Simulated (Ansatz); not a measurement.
## AlRu (Pm-3m): Drude plasma energy against volume

The cell of AlRu (Pm-3m) is scaled evenly and the response computed anew at each volume, on one mesh.

Symmetry: Pm-3m, No. 221, cubic system. The conventional cell has a = 2.992 Å, b = 2.992 Å, c = 2.992 Å, α = 90.00°, β = 90.00°, γ = 90.00°. Ru on site b has 8 Al at 2.59 Å as nearest neighbours. Al on site a has 8 Ru at 2.59 Å as nearest neighbours.

Method: Ansatz 0.2.0, LDA, independent particles, k-mesh 14×14×14 with interpolation inside its cells, Gaussian parameter 0.1 eV.

Launch of the response step: `ansatz run input.yaml --threads 4 --pin off --max-ram 8192MiB --backend cpu --events-out ev --progress --plain --runs-dir out`. The series took 88 s in all, on 4 threads of Intel(R) Xeon(R) Processor @ 2.70GHz (shared host).

```
V/V₀  V (Å³, primitive cell)  Drude plasma energy (eV)
0.94                   25.17                     8.186
0.96                   25.70                     8.041
0.98                   26.24                     7.902
1.00                   26.77                     7.767
1.02                   27.31                     7.638
1.04                   27.84                     7.512
1.06                   28.38                         ?
```

For small changes the quantity should be close to linear in ln V.

Working, on the rows shown:

| x = ln(V/V₀) | y = Drude plasma energy |
| --- | --- |
| -0.0618754 | 8.186 |
| -0.040822 | 8.041 |
| -0.0202027 | 7.902 |
| 0 | 7.767 |
| 0.0198026 | 7.638 |
| 0.0392207 | 7.512 |

Means: x̄ = -0.010646, ȳ = 7.841. Σ(x − x̄)(y − ȳ) = -0.04767, Σ(x − x̄)² = 0.007154. Slope = -0.04767 / 0.007154 = -6.663; intercept = ȳ − slope · x̄ = 7.7701. The line misses the rows shown by at most 0.0036 eV.

Q: Fill in the last column of the withheld row.

A: At x = 0.058269 the line gives y = 7.3818 eV. The run gave 7.391 eV, so the extrapolation is off by 0.0092 eV, 1.2 % of the range in the table.

Between the rows on either side of x = 0 the slope is (7.638 − 7.902) / (0.019803 − (-0.020203)) = -6.599. So d ln ωp/d ln V = -0.85; free electrons would give −0.50. The values come from a sum over the points of one k-mesh and carry its error, which is largest for Fermi-surface quantities. Spin-orbit coupling is left out.

[Logs are printed without paths, hosts, clocks, repeated set-up lines and the standing remarks that a program may print on its own settings, such as how far it seeks lower states.]
